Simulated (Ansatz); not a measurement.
# Ag2Bi (built on the sites of a database entry of YAu2): from the cell to its phonons, part 2 of 2

Aim: the vibrations of Ag2Bi (built on the sites of a database entry of YAu2), their spectra, and whether the structure is stable.

Ansatz 0.2.0; DFT PBEsol, scalar-relativistic, plane waves, PAW.

So far. Step 4 (Tight relaxation): The largest force component left is 0.079 meV/Å and the pressure is 0.000 GPa, within the tolerances set. The cell now holds 21.06 Å³/atom. Step 5 (Modes at Γ): Before it was imposed, the acoustic sum rule was missed by 4.6e-5 eV/Å². Small misses are needed for a sound result but don't prove that mesh and cutoff are converged. The lowest optical mode is real, 59.2 cm⁻¹. The relaxed cell has a = 3.504, c = 10.288 Å (conventional setting).

The structure was built from a prototype and need not be the compound's stable phase.

**6. The dispersion**

Stability and thermal properties need the whole zone. Linear response on a 2×2×2 q mesh gives force constants as far as a supercell of that size would.

input.yaml

```yaml
crystal:
  lattice:
    - [-1.7521753339, 1.7521753339, 5.1442189493]
    - [1.7521753339, -1.7521753339, 5.1442189493]
    - [1.7521753339, 1.7521753339, -5.1442189493]
  atoms:
    - { symbol: Bi, position: [0.0, 0.0, 0.0] }
    - { symbol: Ag, position: [0.6840593265, 0.6840593265, 0.0] }
    - { symbol: Ag, position: [0.3159406735, 0.3159406735, 0.0] }
kpoints:
  mp_grid: { grid: [16, 16, 16] }
hamiltonian:
  xc: pbesol
scf:
  occupations: { method: methfessel_paxton, width: 0.2 }
output:
  eigenvalues: true
phonons:
  method: dfpt
  qmesh: [2, 2, 2]
  temperatures: { t_max: 1000, t_step: 50 }
  qpath:
    path:
      - [[0.0, 0.0, 0.0], [0.0, 0.0, 0.5], [0.25, 0.25, 0.25], [0.0, 0.5, 0.0], [0.0, 0.0, 0.0], [0.5, 0.5, -0.5], [0.27900389, 0.72099611, -0.27900389]]
      - [[-0.27900389, 0.27900389, 0.27900389], [0.0, 0.0, 0.0]]
      - [[0.0, 0.0, 0.5], [-0.05800778, 0.05800778, 0.5]]
      - [[0.5, 0.5, -0.05800778], [0.5, 0.5, -0.5]]
    npoints: 10
```

Started as:

```console
> ansatz run input.yaml --threads 8 --pin off --max-ram 14336MiB --backend cpu --events-out ev --progress --plain --runs-dir out
```

Run time: 8.7 min. Hardware: 8 threads of Arm Neoverse V2, shared host; peak memory 5.2 GiB.

This step gave:

```yaml
sum_rule_residual_before_enforcement: 4.74e-5 eV/Å²
lowest_frequency_on_the_path: -32.91 cm⁻¹
highest_frequency_on_the_path_or_at_a_solved_wavevector: 134.2 cm⁻¹
lowest_mode_on_the_q_mesh_acoustic_modes_at_gamma_apart: -32.91 cm⁻¹
```

Frequencies (cm⁻¹) solved at each irreducible wavevector; negative means imaginary. Frequencies by wavevector, by row:

```csv
q in reciprocal lattice units,star,mode 1,mode 2,mode 3,mode 4,mode 5,mode 6,mode 7,mode 8,mode 9
0 0 0,1,0,0,0,59.2,59.2,97.3,106,125.4,125.4
0 0 -0.5,2,-32.9,27.8,51.8,60.5,81.5,84.5,90.8,129.4,134.2
0 -0.5 0,4,-18.5,49.1,49.7,50.3,92,92.3,97.3,123.1,125.5
-0.5 -0.5 -0.5,1,41.6,41.6,47.7,47.7,71.4,73.8,102.3,122.9,122.9
```

Interpolated from a 2×2×2 q mesh, rough between the solved points. The phonon branches at the labelled points (cm⁻¹):

```
     point  branch 1  branch 2  branch 3  branch 4  branch 5  branch 6  branch 7  branch 8  branch 9
         Γ         0         0         0        59        59        97       106       125       125
   halfway        12        41        43        54        76        84       115       118       127
         X       -33        28        52        60        82        84        91       129       134
   halfway       -30        19        52        66        81        82        91       130       134
         P       -19       -19        52        74        74        80        92       132       132
   halfway        21        24        53        65        66        88       104       127       128
         N       -18        49        50        50        92        92        97       123       126
   halfway        29        38        42        62        70        76       114       116       129
         Γ         0         0         0        59        59        97       106       125       125
   halfway        24        24        40        56        56        92       104       124       124
         M        42        42        48        48        71        74       102       123       123
   halfway        22        33        46        60        76        82       109       118       124
         S        10        18        50        67        86        92       103       123       124
jump to S0        10        18        50        67        86        92       103       123       124
   halfway        38        38        40        65        70        73       114       115       130
         Γ         0         0         0        59        59        97       106       125       125
 jump to X       -33        28        52        60        82        84        91       129       134
   halfway       -31        28        52        61        81        82        93       129       134
         R       -26        28        52        61        78        80        96       129       134
jump to G′       -26        28        52        61        78        80        96       129       134
   halfway        36        40        45        56        74        78       112       116       130
         M        42        42        48        48        71        74       102       123       123
```

Tetrahedra on a 20×20×26 mesh, mean over bins of 2 cm-1. Interpolated from a 2×2×2 q mesh, rough between the solved points. Phonon density of states against wavenumber; read off at these points:

| wavenumber (cm⁻¹) | phonon density of states (1/cm⁻¹/cell) |
| --- | --- |
| -33.0 | 2.0e-4 |
| -29.0 | 0.00312 |
| -23.0 | 0.00471 |
| -19.0 | 0.00543 |
| -15.0 | 0.00758 |
| -11.0 | 0.00706 |
| -5.0 | 0.00552 |
| -1.0 | 0.00612 |
| 3.0 | 0.00708 |
| 7.0 | 0.0101 |
| 13.0 | 0.0268 |
| 17.0 | 0.0551 |
| 21.0 | 0.0674 |
| 27.0 | 0.0563 |
| 31.0 | 0.0533 |
| 35.0 | 0.0709 |
| 39.0 | 0.0543 |
| 45.0 | 0.0629 |
| 49.0 | 0.117 |
| 53.0 | 0.120 |
| 57.0 | 0.0765 |
| 61.0 | 0.108 |
| 63.0 | 0.101 |
| 67.0 | 0.0868 |
| 71.0 | 0.0677 |
| 75.0 | 0.0688 |
| 81.0 | 0.0868 |
| 85.0 | 0.0640 |
| 89.0 | 0.0574 |
| 95.0 | 0.0287 |
| 99.0 | 0.0247 |
| 103.0 | 0.0566 |
| 107.0 | 0.0668 |
| 113.0 | 0.0701 |
| 117.0 | 0.0712 |
| 121.0 | 0.0855 |
| 125.0 | 0.133 |
| 129.0 | 0.203 |
| 131.0 | 0.0692 |
| 135.0 | 4.7e-4 |

The partial phonon density of states has structure finer than the step of the table below, so its rows give means over 10 cm⁻¹, whole bins alone (the curve runs from -42.6 to 148 cm⁻¹). Peaks (cm⁻¹: height): Ag 22.2: 0.0481, 82.2: 0.0491, 127.8: 0.168; Bi 51.0: 0.0800.

Phonopy on the run's constants, 17x17x21 mesh, Gaussian sigma 2.0 cm-1. Interpolated from a 2×2×2 q mesh, rough between the solved points. Table of partial phonon density of states by wavenumber; means over each step; values in 1/cm⁻¹/cell:

| wavenumber (cm⁻¹) | Ag | Bi |
| --- | --- | --- |
| -30 | 0.00215 | 3.3e-4 |
| -20 | 0.00510 | 9.5e-4 |
| -10 | 0.00642 | 0.00157 |
| 0 | 0.00279 | 8.2e-4 |
| 10 | 0.0149 | 0.00537 |
| 20 | 0.0429 | 0.0169 |
| 30 | 0.0387 | 0.0188 |
| 40 | 0.0289 | 0.0237 |
| 50 | 0.0295 | 0.0679 |
| 60 | 0.0363 | 0.0551 |
| 70 | 0.0320 | 0.0410 |
| 80 | 0.0437 | 0.0296 |
| 90 | 0.0364 | 0.0165 |
| 100 | 0.0311 | 0.00843 |
| 110 | 0.0575 | 0.00513 |
| 120 | 0.0849 | 0.00348 |
| 130 | 0.105 | 0.00444 |
| 140 | 0.00153 | 1.1e-4 |

Symmetry leaves 4 wavevectors to solve. The lowest mode among them, the acoustic zeros apart, lies at q = (0, 0, -0.5) and is imaginary, 32.9i cm⁻¹, so the energy falls along it.

**7. Another isotope**

An isotope changes the mass and not the force constants, so no new electronic calculation is needed; the shifts show which modes move this element.

The same force constants with the mass of Ag changed from 107.868 to 108.905 u (phonopy, no LO-TO term). Both lists are sorted by frequency; levels can cross, so a row need not hold one and the same mode. Modes under 3 cm⁻¹ are left out. Isotope shifts, by row:

```csv
q,rank,natural mass (cm⁻¹),changed mass (cm⁻¹)
0 0 0,4,59.18,59.04
0 0 0,5,59.18,59.04
0 0 0,6,97.3,97.07
0 0 0,7,106,105.5
0 0 0,8,125.4,124.8
0 0 0,9,125.4,124.8
0 0 -0.5,1,-32.91,-32.77
0 0 -0.5,2,27.81,27.68
0 0 -0.5,3,51.82,51.81
0 0 -0.5,4,60.54,60.51
0 0 -0.5,5,81.46,81.09
0 0 -0.5,6,84.5,84.45
0 0 -0.5,7,90.75,90.32
0 0 -0.5,8,129.4,128.8
0 0 -0.5,9,134.2,133.6
0 -0.5 0,1,-18.47,-18.4
0 -0.5 0,2,49.12,48.89
0 -0.5 0,3,49.72,49.71
0 -0.5 0,4,50.26,50.22
0 -0.5 0,5,92,91.85
0 -0.5 0,6,92.29,91.9
0 -0.5 0,7,97.33,96.87
0 -0.5 0,8,123.1,122.5
0 -0.5 0,9,125.5,125
-0.5 -0.5 -0.5,1,41.57,41.56
-0.5 -0.5 -0.5,2,41.57,41.56
-0.5 -0.5 -0.5,3,47.71,47.48
-0.5 -0.5 -0.5,4,47.71,47.48
-0.5 -0.5 -0.5,5,71.44,71.43
-0.5 -0.5 -0.5,6,73.83,73.48
-0.5 -0.5 -0.5,7,102.3,101.8
-0.5 -0.5 -0.5,8,122.9,122.3
-0.5 -0.5 -0.5,9,122.9,122.3
```

A mode of this element alone would shift by -0.48 %. The highest zone-centre frequency without the field goes from 125.4 to 124.8 cm⁻¹ (-0.5 %). The product of the frequency ratios over all optical modes at Γ is 0.979; the product rule, (m/m′)^(3k/2) (M′/M)^(3/2) with k = 2 such atoms and M the mass of the cell, gives 0.979.

**8. What came out**

```json
{
  "space group after relaxation (within 0.01 Å)": "I4/mmm",
  "volume per atom": "21.1 Å³",
  "electronic character": "no gap on this mesh",
  "highest optical mode at the zone centre (no LO-TO term)": "125 cm⁻¹",
  "lowest optical zone-centre mode": "59.2 cm⁻¹",
  "lowest mode on the q mesh (acoustic modes at Γ apart)": "-32.9 cm⁻¹",
  "highest frequency on the path or at a solved wavevector": "134 cm⁻¹",
  "imaginary modes on the 2×2×2 q mesh": "yes"
}
```

**Reading.** Modes are clearly imaginary (beyond 10i cm⁻¹) at 2 of the 4 irreducible wavevectors, most at q = (0, 0, -0.5) (32.9i cm⁻¹), so this structure is not a minimum of the energy. The optical modes at Γ span 59 to 125 cm⁻¹. The highest mode in this list at Γ, 125.4 cm⁻¹, is mostly motion of Ag (100 % of the kinetic energy). The q mesh stands for a supercell only 7.0 Å across, so branches between the solved wavevectors are rough. With no gap, or one that is small against the smearing, the frequencies hang on the k mesh and the smearing, most of all near Kohn anomalies. The phonon runs are without spin polarisation, although the cell has an odd electron count. Spin-orbit coupling is left out, which can matter for the heavy elements here. A phonon run warned that its eigensolver left some bands unconverged in a pass. The starting cell was built on a prototype and not taken from a measurement, so the phase need not exist. These are harmonic frequencies at zero temperature: anharmonic shifts, linewidths and thermal expansion are left out.

[Logs are printed without paths, hosts, clocks, repeated set-up lines and the standing remarks that a program may print on its own settings, such as how far it seeks lower states.]

[Hosts, paths, dates, database ids (printed as entryN), source tags and the programs' standing remarks are cut or masked in the printed files.]
